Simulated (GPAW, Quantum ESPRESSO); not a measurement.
Consider HfC (Fm-3m).

```
Hf C
1.0
     0.00000    2.32500    2.32500
     2.32500    0.00000    2.32500
     2.32500    2.32500    0.00000
Hf C
1 1
Direct
  0.50000 0.50000 0.50000
  0.00000 0.00000 0.00000
```

Absorber: atom 2, with 6 Hf at 2.32 Å (octahedral, site symmetry m-3m). Method: Quantum ESPRESSO XSpectra, PBE, excited-electron core hole (neutral cell), 12-atom cell with 5.7 Å between holes, 6×6×6 k points, dipole transitions, Lorentzian half width 0.3 eV up to 4 eV, rising linearly to 2.5 eV at 25 eV, without spin-orbit coupling.

The database entry behind the starting cell differs from later determinations by our own check (about 0.2 % long), so it need not match the best structure at ambient conditions.

Question: Where do the maxima of the C K edge fall?

Main maxima up to 24 eV above the zero (height): 5.0 eV (1.56) and 10.2 eV (1.76). A K edge sees empty p states; the first features are C p mixed into the empty d states of the Hf neighbours, and the broad ones above probably into the cations' higher empty bands. The total-energy difference is 287.91 eV. One term is added: -6.71 eV, since the hole is spin-paired here and a spin-polarised one costs that much less in the free atom (computed apart). The photon energy is then 281.20 eV. The functional leaves an error of a few eV in such absolute values.

The C K spectrum (energy from the energy zero of the input (xe0, at the border of filled and empty states); intensity scaled to a mean of 1 over the first 20 eV; the points at xe0, where the cut of filled states can leave a spike, are interpolated):

| E (eV) | intensity |
| --- | --- |
| -2.0 | 0.04 |
| -1.5 | 0.05 |
| -1.0 | 0.07 |
| -0.5 | 0.13 |
| 0.0 | 0.34 |
| 0.5 | 0.53 |
| 1.0 | 0.66 |
| 1.5 | 0.77 |
| 2.0 | 0.87 |
| 2.5 | 0.97 |
| 3.0 | 1.05 |
| 3.5 | 1.16 |
| 4.0 | 1.28 |
| 4.5 | 1.50 |
| 5.0 | 1.55 |
| 5.5 | 1.35 |
| 6.0 | 1.17 |
| 6.5 | 1.08 |
| 7.0 | 1.15 |
| 7.5 | 1.24 |
| 8.0 | 1.34 |
| 8.5 | 1.41 |
| 9.0 | 1.48 |
| 9.5 | 1.62 |
| 10.0 | 1.75 |
| 10.5 | 1.73 |
| 11.0 | 1.59 |
| 11.5 | 1.45 |
| 12.0 | 1.31 |
| 12.5 | 1.16 |
| 13.0 | 1.02 |
| 13.5 | 0.89 |
| 14.0 | 0.79 |
| 14.5 | 0.71 |
| 15.0 | 0.65 |
| 15.5 | 0.61 |
| 16.0 | 0.58 |
| 16.5 | 0.54 |
| 17.0 | 0.49 |
| 17.5 | 0.45 |
| 18.0 | 0.43 |
| 18.5 | 0.42 |
| 19.0 | 0.42 |
| 19.5 | 0.44 |
| 20.0 | 0.45 |
| 20.5 | 0.46 |
| 21.0 | 0.48 |
| 21.5 | 0.50 |
| 22.0 | 0.53 |
| 22.5 | 0.56 |
| 23.0 | 0.60 |
| 23.5 | 0.64 |
| 24.0 | 0.68 |
| 24.5 | 0.72 |
| 25.0 | 0.76 |
| 25.5 | 0.80 |
| 26.0 | 0.84 |
| 26.5 | 0.87 |
| 27.0 | 0.88 |
| 27.5 | 0.88 |
| 28.0 | 0.85 |
| 28.5 | 0.81 |
| 29.0 | 0.76 |
| 29.5 | 0.71 |
| 30.0 | 0.66 |
| 30.5 | 0.61 |
| 31.0 | 0.57 |
| 31.5 | 0.54 |
| 32.0 | 0.51 |

The holes are only 5.7 Å apart, so the shape is probably not converged with cell size; no larger cell was run here. The structure is a published determination, not relaxed.

[Banner, clock and machine lines of the logs are left out without a mark of their own.]

[Logs are printed without paths, hosts, clocks, repeated set-up lines and the standing remarks that a program may print on its own settings, such as how far it seeks lower states.]

[Hosts, paths, dates, database ids (printed as entryN), source tags and the programs' standing remarks are cut or masked in the printed files.]

[Lists of maxima count a maximum above −3 eV only where it reaches 4 % of the highest in the window and stands out from its surroundings by 2 % of it (1.5 % where it reaches 55 %); shoulders and weaker maxima are passed over, and of the rest the first, up to two pre-edge ones and the few strongest are named.]
